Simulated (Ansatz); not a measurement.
## YAu (Pm-3m): phonons along a line and the smearing

Aim: see how the phonons of YAu (Pm-3m) along the first symmetry line respond to the electronic smearing.

Calculated with Ansatz 0.2.0; DFT PBEsol, scalar-relativistic, plane waves, PAW.

## (1) The starting structure

It takes space group Pm-3m (No. 221, cubic). The conventional cell has a = 3.559 Å, b = 3.559 Å, c = 3.559 Å, α = 90.00°, β = 90.00°, γ = 90.00°. Y has 8 Au at 3.08 Å nearest. Nearest to Au lie 8 Y at 3.08 Å. Farther neighbours are not listed.

Structure file:

```cif
data_structure
_symmetry_space_group_name_H-M 'P 1'
_symmetry_Int_Tables_number 1
_cell_length_a 3.5590
_cell_length_b 3.5590
_cell_length_c 3.5590
_cell_angle_alpha 90.000
_cell_angle_beta 90.000
_cell_angle_gamma 90.000
_cell_volume 45.08
loop_
_atom_site_label
_atom_site_type_symbol
_atom_site_fract_x
_atom_site_fract_y
_atom_site_fract_z
_atom_site_occupancy
Y1 Y 0.50000 0.50000 0.50000 1
Au2 Au 0.00000 0.00000 0.00000 1
```

## (2) Relaxing cell and atoms

The structure is brought to rest under this functional.

The input, input.yaml:

```yaml
crystal:
  lattice:
    - [3.559, 0.0, 0.0]
    - [0.0, 3.559, 0.0]
    - [0.0, 0.0, 3.559]
  atoms:
    - { symbol: "Y", position: [0.5, 0.5, 0.5] }
    - { symbol: Au, position: [0.0, 0.0, 0.0] }
kpoints:
  mp_grid: { grid: [8, 8, 8] }
hamiltonian:
  xc: pbesol
scf:
  occupations: { method: gaussian, width: 0.1 }
output:
  forces: true
  stress: true
  eigenvalues: true
  write_density: true
  write_potential: true
  elf: true
  volumetric_format: npy
relax:
  adjacent_minimum: "off"
  f_tol: 0.005
  max_steps: 80
  cell: { stress_tol: 0.05 }
```

The run is started by

```
> ansatz run input.yaml --threads 4 --pin off --max-ram 8192MiB --backend cpu --events-out ev --progress --plain --runs-dir out
```

Numbers of over 12 decimals in the logs are rounded to 6 here.

Log:

```text
[the first part of the log is left out]
  E_xc         = -400.207641
  E_vxc        = -475.280724  (∫ρ·V_xc dr)
  E_paw        = -12337.758040  (= ΣΔE_a)
  E_vpaw       = -416.897511  (= ΣTr[D̂ρ^β])
  E_aug_tail   = 0.001352  (compensation charges beyond the density's cutoff)
  E_ewald      = -3455.734222
  E_core_change = 0.458252  (= ΣΔE_core)
  E_smearing   = -0.009136  (= −TS)
  E_closure    = 0.000000  (closes the sum)
  Σ components = -16803.916254   (vs F -16803.916254, Δ=0.00e0)
--- Forces (eV/Å), atoms counted from 1 ---
  atom   1  Y     -0.00000000     0.00000000     0.00000000
  atom   2  Au     0.00000000     0.00000000    -0.00000000
  max |Σ_I F_I| component: 2.26e-29 eV/Å
--- Stress (GPa, compression-positive) ---
       -0.015670      -0.000000       0.000000
       -0.000000      -0.015670      -0.000000
        0.000000      -0.000000      -0.015670
  P = ⅓ Tr σ = -0.0157 GPa (-0.157 kbar)
--- Band table (eV; the first three rows and the last of 35) ---
  k-point 0: bands = ["-91.0259", "-42.3802", "-42.3802", "-42.3802", "-27.6508", "-7.5295", "-7.5295", "-7.5295", "7.5489", "9.4516", "9.4516", "10.7216", "10.7216", "10.7216", "16.1130", "16.1130", "19.7562", "19.7562", "19.7562"]
  k-point 1: bands = ["-91.0259", "-42.3814", "-42.3801", "-42.3801", "-27.6467", "-7.5882", "-7.5261", "-7.5261", "7.8084", "9.5119", "9.5877", "10.6954", "10.6954", "10.7452", "15.9790", "16.0899", "18.7089", "18.7089", "19.6734"]
  k-point 2: bands = ["-91.0258", "-42.3843", "-42.3799", "-42.3799", "-27.6367", "-7.7267", "-7.5177", "-7.5177", "8.5182", "9.6666", "9.9630", "10.6352", "10.6352", "10.8033", "15.4356", "15.6487", "17.5701", "17.5701", "19.3624"]
  k-point 34: bands = ["-91.0256", "-42.3869", "-42.3869", "-42.3869", "-27.5731", "-7.8123", "-7.8123", "-7.8123", "10.1427", "10.1427", "10.1427", "11.4686", "11.4686", "13.3818", "13.3818", "13.3818", "15.1874", "20.7523", "20.7523"]
--- Relaxed structure (3 steps of the walk, 2 accepted, 1 SCFs on fresh bases) ---
  F+E_penalty+E_count = -16803.91625350 eV   max|allowed force component| = 1.072e-29 eV/Å   (the final SCF, on the basis selected at the relaxed cell)
  cell:  # Å, volume = 44.6504 Å³
    - [3.547658, 0.0, 0]
    - [0.0, 3.547658, 0.0]
    - [0.0, 0.0, 3.547658]
  atoms:
    - { symbol: Y, position: [0.500000, 0.500000, 0.500000] }
    - { symbol: Au, position: [0, 0, 0] }
```

Elapsed: 1.8 s, on 4 threads of Arm Neoverse V2, shared host; peak memory 0.42 GiB; 5.9 s of CPU time.

The steps of the relaxation:

| step | energy less that of the first step (eV) | largest force component (eV/Å) | pressure (GPa) | volume (Å³) |
| --- | --- | --- | --- | --- |
| 1 | 0.0000 | 0.0000 | -0.91 | 45.08 |
| 2 | 0.0001 | 0.0000 | 1.04 | 44.17 |
| 3 | -0.0013 | 0.0000 | -0.02 | 44.65 |
| 4 | -0.0012 | 0.0000 | -0.02 | 44.65 |

The log counts 1 steps on a newly chosen plane-wave basis, not all of them marked here; energy and pressure can jump at such steps. Relaxation step 2 was tried and not accepted.

| conventional cell, symmetrised | before | after | change |
| --- | --- | --- | --- |
| a (Å) | 3.559 | 3.548 | -0.3 % |
| b (Å) | 3.559 | 3.548 | -0.3 % |
| c (Å) | 3.559 | 3.548 | -0.3 % |
| volume (Å³/atom) | 22.54 | 22.33 | -1.0 % |

The relaxed structure:

```xyz
2
Lattice="3.5477 0.0000 0.0000 0.0000 3.5477 0.0000 0.0000 0.0000 3.5477" Properties=species:S:1:pos:R:3 pbc="T T T"
Y     1.7738    1.7738    1.7738
Au    0.0000    0.0000    0.0000
```

This step gave:

```
pressure          : -0.01567 GPa
volume per atom   : 22.33 Å³
metallic on mesh  : yes
gap on the k-mesh : 0 eV
```

Valence density in the ac plane at fractional y = 0.500, with atoms of Y within 0.2 Å of it. It is the smooth field of the valence electrons, not physical close to the nuclei.

Ten even steps from '_' (0.1 e/Å³) to '@' (3.6 e/Å³), each cell a mean:
```
____________________________
____________________________
____________________________
__________::------..________
________::++##%%##==..______
______..--##@@@@@@##--______
______..==%%@@@@@@%%--______
______..==%%@@@@@@##--______
________::++%%%%##++::______
________..::====--::________
____________......__________
____________________________
____________________________
____________________________
```
Columns run along a (3.5 Å), rows up along c (3.5 Å). Atoms in or near the plane, at fractional coordinates: Y at (0.50, 0.50).

Electrostatic potential energy in the ac plane at fractional y = 0.500, with atoms of Y within 0.2 Å of it. With pseudopotentials it is smooth inside the atoms' cores, unlike the true potential.

Ten even steps from '_' (-44 eV) to '@' (18 eV), each cell a mean:
```
@@@@@@@@@@@@@@@@@@@@@@@@@@@@
@@@@@@@@@@%%%%%%%%@@@@@@@@@@
@@@@@@@@%%%%######%%%%@@@@@@
@@@@@@%%##++==--==**##%%@@@@
@@@@%%##++--..__..--**%%@@@@
@@@@%%##--..______..==##%%@@
@@@@%%**--__________--##%%@@
@@@@%%**--..______..==##%%@@
@@@@%%##++::..__..--++%%%%@@
@@@@@@%%##++------++##%%@@@@
@@@@@@@@%%##****####%%@@@@@@
@@@@@@@@@@%%%%%%%%%%@@@@@@@@
@@@@@@@@@@@@@@@@@@@@@@@@@@@@
@@@@@@@@@@@@@@@@@@@@@@@@@@@@
```
Columns run along a (3.5 Å; values clipped at the 3rd and 97th percentile), rows up along c (3.5 Å). Atoms in or near the plane, at fractional coordinates: Y at (0.50, 0.50).

ELF in the ac plane at fractional y = 0.500, with atoms of Y within 0.2 Å of it. It is the smooth field of the valence electrons, not physical close to the nuclei.

Ten even steps from '0' (0.06) to '9' (0.84), each cell a mean:
```
22221000002222
22210000001222
32100133210122
21003689862012
10027999996100
00049987998200
00059964799300
00049986898300
10027999996100
21014799973001
22101245420012
32210000000122
22221000001222
22322100012322
```
Columns run along a (3.5 Å), rows up along c (3.5 Å). Atoms in or near the plane, at fractional coordinates: Y at (0.50, 0.50).

The largest force is now zero by symmetry and the largest stress component 0.016 GPa, small enough for phonons.

## (3) Wavevectors along a line: Fermi–Dirac smearing of 0.1 eV

Each wavevector is solved by itself, so no interpolation smooths a dip of the branch.

The input, input.yaml:

```yaml
crystal:
  lattice:
    - [3.5476576154, 0.0, 0.0]
    - [0.0, 3.5476576154, 0.0]
    - [0.0, 0.0, 3.5476576154]
  atoms:
    - { symbol: "Y", position: [0.5, 0.5, 0.5] }
    - { symbol: Au, position: [0.0, 0.0, 0.0] }
kpoints:
  mp_grid: { grid: [16, 16, 16] }
hamiltonian:
  xc: pbesol
scf:
  occupations: { method: fermi_dirac, width: 0.1 }
output:
  eigenvalues: true
phonons:
  method: dfpt
  qpoints:
    - [0, 0, 0]
    - [0.0, 0.0625, 0.0]
    - [0.0, 0.1875, 0.0]
    - [0.0, 0.3125, 0.0]
    - [0.0, 0.4375, 0.0]
```

Log:

```text
[...]
Crystal: 2 atoms, lattice volume = 44.650 Å³
Basis set: ecut = 420 eV, 895 PW (Γ), exchange–correlation on 48×48×48 points (8 copies of the dense FFT grid, shifted against one another)
Bands: 19, of which v1, the nominal top of the filled ones, is band 15 counted from 1 (14 counted from 0)
Symmetry: 48 space group operations
k-points: 165 of 4096
[...]
SCF iter   1: F=—  HF=-16803.931837 eV  |F-HF|=—  |Δ(HF+E_count)|=         —  Δρ=4.46e-3  dr2=9.86e-3  ethr=1.77e-3  ⟨swp⟩=4.5  Hψ=12494  notcnv=0
[...]
SCF iter   8: F=-16803.930471 eV  HF=-16803.930471 eV  |F-HF|=7.28e-12  |Δ(HF+E_count)|=  1.46e-11  Δρ=1.31e-7  dr2=7.98e-12  ethr=1.00e-12  ⟨swp⟩=5.9  Hψ=13298  notcnv=0
SCF 1 converged in 8 iterations: F = -16803.930471 eV  dr2 = 7.98e-12
[...]
NSCF: frozen V_eff on 165 k-points
[...]
DFPT response loops at q = (0, 0, 0) (fractional): preconditioner auto → Kerker (q_TF=auto, 2.553 Å⁻¹) (partly filled bands, converged f_vac=0.000); β = 1.00, the filter's whole step (`scf.mixing.beta` (0.50) is not read by the response loops under this deck's `scf.mixing.preconditioner`; to damp them name `kerker` or `kerker_dos`, under which they read `scf.mixing.beta`, and type it under 1.00, their step now; both keys bind the ground state too); Broyden in place of MSR1
[...]
SCF converged after 8 iterations
Free energy (F): -16803.930471 eV
[...]
Internal energy: -16803.890071 eV  (E = F + TS)
E sigma→0 (E₀):  -16803.910271 eV
Entropy (-TS):   -0.040400 eV (-20.200 meV/atom)
Fermi energy:    15.193512 eV
[...]
--- Band table (eV; the first three rows and the last of 165) ---
  k-point 0: bands = [... 11 lower, 10.7282, 10.7282, 10.7282, 16.1132, 16.1132, 19.7554, 19.7554, 19.7554]
  k-point 1: bands = [... 11 lower, 10.7213, 10.7213, 10.7343, 16.0785, 16.1170, 19.3525, 19.3525, 19.7338]
  k-point 2: bands = [... 11 lower, 10.7020, 10.7020, 10.7518, 15.9791, 16.0903, 18.7083, 18.7083, 19.6726]
  k-point 164: bands = [... 11 lower, 11.4764, 11.4764, 13.3816, 13.3816, 13.3816, 15.1899, 20.7507, 20.7507]
--- Phonons (Γ-DFPT): 2 representative perturbations + reference (Σ response iterations 6) ---
  ASR residual: 2.177e-4 → 0.000e0 eV/Å²; symmetrization residual: 2.666e-6 eV/Å²
  ASR residual per site (eV/Å²): 2.18e-4 3.11e-5
  Γ frequencies (cm⁻¹): 0.00 0.00 0.00 105.78 105.78 105.78
  non-analytic LO–TO correction: not included (Born effective charges unavailable; polar crystals: no LO–TO splitting at Γ)
--- Phonons (arbitrary-q DFPT): 5 explicit q-points ---
  q = [0, 0, 0] (of the zone-centre solve; hermiticity 2.12e-6, symmetrization 1.63e-11): -0.00 0.00 0.00 105.78 105.78 105.78
  q = [0, 0.0625, 0] (4 solved perturbations in 4032 linear systems a pass and spin channel, the states on 1296 of 4096 k-point pairs; hermiticity 3.14e-6, symmetrization 3.55e-11): 11.05 11.05 20.64 105.57 105.57 107.76
[...]
sum rule: each row above includes the acoustic sum rule's correction from the zone centre's row sums; it moved no ω² by more than (0.82 cm⁻¹)²
```

Run time: 3.7 min. Hardware: 4 threads; peak memory 2.6 GiB.

Reading the cycles: dr2 is the Hartree energy of the density residual (eV), the measure of convergence; HF is the Harris–Foulkes estimate of the energy, which meets the free energy F at convergence.

Each wavevector solved by linear response. Table of frequency by |q| along the line:

| \|q\| along the line (Å⁻¹) | mode 1 = mode 2 (cm⁻¹) | mode 3 (cm⁻¹) | mode 4 = mode 5 (cm⁻¹) | mode 6 (cm⁻¹) |
| --- | --- | --- | --- | --- |
| 0.000 | 0 | 0 | 106 | 106 |
| 0.111 | 11.1 | 20.6 | 106 | 108 |
| 0.332 | 31.7 | 52.4 | 104 | 127 |
| 0.553 | 47.1 | 65.5 | 101 | 158 |
| 0.775 | 56.0 | 65.9 | 97.5 | 177 |

## (4) Wavevectors along a line: Fermi–Dirac smearing of 0.25 eV

The smearing blurs the Fermi surface that screens the phonons; a Fermi–Dirac width is an electronic temperature.

input.yaml, as its differences from that of step 3:

```diff
@@ -13,3 +13,3 @@
 scf:
-  occupations: { method: fermi_dirac, width: 0.1 }
+  occupations: { method: fermi_dirac, width: 0.25 }
 output:
```

Wider smearing eases the sum over k-points of a metal but moves the result away from its zero-temperature value.

Log:

```text
band count auto-derived: 21 (N_el = 30.0; filled up to band 15; 19 by the electrons, moments and atoms)
[...]
Crystal: 2 atoms, lattice volume = 44.650 Å³
Basis set: ecut = 420 eV, 895 PW (Γ), exchange–correlation on 48×48×48 points (8 copies of the dense FFT grid, shifted against one another)
Bands: 21, of which v1, the nominal top of the filled ones, is band 15 counted from 1 (14 counted from 0)
Symmetry: 48 space group operations
k-points: 165 of 4096
[...]
SCF iter   1: F=—  HF=-16804.051064 eV  |F-HF|=—  |Δ(HF+E_count)|=         —  Δρ=4.80e-3  dr2=1.39e-2  ethr=1.77e-3  ⟨swp⟩=4.2  Hψ=13153  notcnv=0
[...]
SCF iter   8: F=-16804.049565 eV  HF=-16804.049565 eV  |F-HF|=7.28e-12  |Δ(HF+E_count)|=  4.00e-11  Δρ=1.47e-7  dr2=8.83e-12  ethr=1.00e-12  ⟨swp⟩=4.1  Hψ=15130  notcnv=0
SCF 1 converged in 8 iterations: F = -16804.049565 eV  dr2 = 8.83e-12
[...]
WARN: eigensolver did not converge (k=6): 1 band(s) unlocked after 20 sweeps at ethr=1.07e-12 eV (storage-precision floor; scheduled 1.00e-12 eV) (lowest unlocked band 20, counted from 0; max residual 7.35e-6 eV among the unlocked bands, 7.35e-6 eV over every band; other slots of this pass that fall short are told together in one closing line; warning suppressed until the next SCF loop or pass starts)
WARN: eigensolver did not converge in 5 slots of this pass, the one above among them; of largest residual over every band (k=7): 1 band(s) unlocked (lowest unlocked band 20, counted from 0; max residual 3.20e-4 eV among the unlocked bands, 3.20e-4 eV over every band); of lowest unlocked band (k=6): band 20
[...]
SCF converged after 8 iterations
Free energy (F): -16804.049565 eV
[...]
Internal energy: -16803.754419 eV  (E = F + TS)
E sigma→0 (E₀):  -16803.901992 eV
Entropy (-TS):   -0.295146 eV (-147.573 meV/atom)
Fermi energy:    15.150666 eV
[...]
--- Band table (eV; the first three rows and the last of 165) ---
  k-point 0: bands = [... 11 lower, 10.7067, 10.7067, 10.7067, 16.1300, 16.1300, 19.7899, 19.7899, 19.7899, ... 2 higher]
  k-point 1: bands = [... 11 lower, 10.6998, 10.6998, 10.7128, 16.0955, 16.1334, 19.3794, 19.3794, 19.7684, ... 2 higher]
  k-point 2: bands = [... 11 lower, 10.6805, 10.6805, 10.7301, 15.9964, 16.1048, 18.7313, 18.7313, 19.7071, ... 2 higher]
  k-point 164: bands = [... 11 lower, 11.4516, 11.4516, 13.3881, 13.3881, 13.3881, 15.1705, 20.7909, 20.7909, ... 2 higher]
[...]
ASR residual: 8.639e-4 → 0.000e0 eV/Å²; symmetrization residual: 3.089e-6 eV/Å²
  ASR residual per site (eV/Å²): 8.64e-4 3.42e-4
  Γ frequencies (cm⁻¹): 0.00 0.00 0.00 107.13 107.13 107.13
[...]
--- Phonons (arbitrary-q DFPT): 5 explicit q-points ---
[...]
```

Wall time 4.1 min (4 threads); peak memory 2.7 GiB.

Each wavevector solved by linear response. Frequency against |q| along the line:

| \|q\| along the line (Å⁻¹) | mode 1 = mode 2 (cm⁻¹) | mode 3 (cm⁻¹) | mode 4 = mode 5 (cm⁻¹) | mode 6 (cm⁻¹) |
| --- | --- | --- | --- | --- |
| 0.000 | 0 | 0 | 107 | 107 |
| 0.111 | 10.8 | 20.2 | 107 | 109 |
| 0.332 | 31.2 | 51.3 | 105 | 126 |
| 0.553 | 47.3 | 63.4 | 101 | 155 |
| 0.775 | 57.0 | 63.8 | 98.2 | 176 |

Against step 3 (now smearing width 0.25 eV), the free energy moves by -59.5 meV an atom.

(Continued in part 2 of 2.)

[Logs are printed without paths, hosts, clocks, repeated set-up lines and the standing remarks that a program may print on its own settings, such as how far it seeks lower states.]

[Hosts, paths, dates, database ids (printed as entryN), source tags and the programs' standing remarks are cut or masked in the printed files.]
